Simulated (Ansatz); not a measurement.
# Static equation of state of random rutile alloy of IrO2 and SiO2 (96 atoms)

The cell holds 96 atoms: 20 Si, 64 O and 12 Ir. Its edges and angles: a = 8.768 Å, b = 8.801 Å, c = 11.562 Å, α = 89.9°, β = 90.0°, γ = 89.8°. It derives from IrO2 (rutile) and SiO2, repeated 2×2×4. The starting structure: Rutile IrO2, 2 x 2 x 4 conventional cells, 20 of 32 Ir sites given to Si at random (x = 0.625), lattice by Vegard's rule (cell 4.299, 4.299, 2.848, 90, 90, 90); every coordinate displaced by a Gaussian of 0.07 Å.

Calculated with Ansatz 0.2.0: Kohn-Sham DFT, revPBE, PAW (set soft_2), plane waves; cutoff 420 eV, k-mesh 2×2×1, fermi-dirac smearing of 0.05 eV. Cell and atoms were relaxed first, to V0 = 9.2941 Å³ an atom at a residual P0 = 0.020 GPa. The cell was then scaled evenly, and the atoms were relaxed at each volume.

| volume (Å³/atom) | pressure (GPa) |
| --- | --- |
| 8.3647 | ? |
| 8.7365 | 18.27 |
| 9.0153 | 8.363 |
| 9.5730 | -6.966 |
| 9.8518 | -11.74 |

**Question.** Fit the third-order Birch–Murnaghan equation to the rows given and extrapolate to the withheld row.

Worked fit:

Take the Eulerian strain f = ½[(V0/V)^(2/3) − 1] and the normalised pressure F = (P − P0) / [3f(1 + 2f)^(5/2)]. The third-order Birch–Murnaghan equation is then the line F = B0 + (3/2)B0(B′ − 4) f, so u = f and v = F.

```
      u = f  v = F (GPa)
  0.0210562      260.608
  0.0102566      257.720
-0.00975650      250.750
 -0.0190506      226.803
```

With n = 4: mean u = 6.2643e-4, mean v = 248.970, Σ(u − ū)² = 0.0010051, Σ(u − ū)(v − v̄) = 0.73972. Slope b = 0.73972 / 0.0010051 = 735.96; intercept a = v̄ − b ū = 248.51.

So B0 = a = 249 GPa and B′ = 4 + 2b/(3a) = 5.97. At the withheld volume f = 0.03638, F = a + b f = 275.3 GPa, and P = P0 + 3f(1 + 2f)^(5/2) F.

Prediction at 8.3647: 35.84 GPa. The run gave 34.38 GPa, so the fit is high by 1.5 GPa (4.2 % of the value).

B′ = 6.0 lies in the range of 3 to 6 that is common for dense crystals. The series isn't one smooth equation of state: even a line fitted to all rows, the withheld one included, misses F by up to 4.3 % and the count of bonds changes along the series. B0 and B′ are then only the numbers of this fit, not moduli of the material. Among the rows given, the largest miss of the fit is at 9.8518, by 0.40 GPa (0.86 % of the range of the table).

Limits: Static cells at zero temperature; the cell shape is held. The program notes that the SCF threshold of these relaxations is loose for the stress. The main run has no spin polarisation, so moments on Ir can't form in it, and no Hubbard term.

[Logs are printed without paths, hosts, clocks, repeated set-up lines and the standing remarks that a program may print on its own settings, such as how far it seeks lower states.]

[Hosts, paths, dates, database ids (printed as entryN), source tags and the programs' standing remarks are cut or masked in the printed files.]
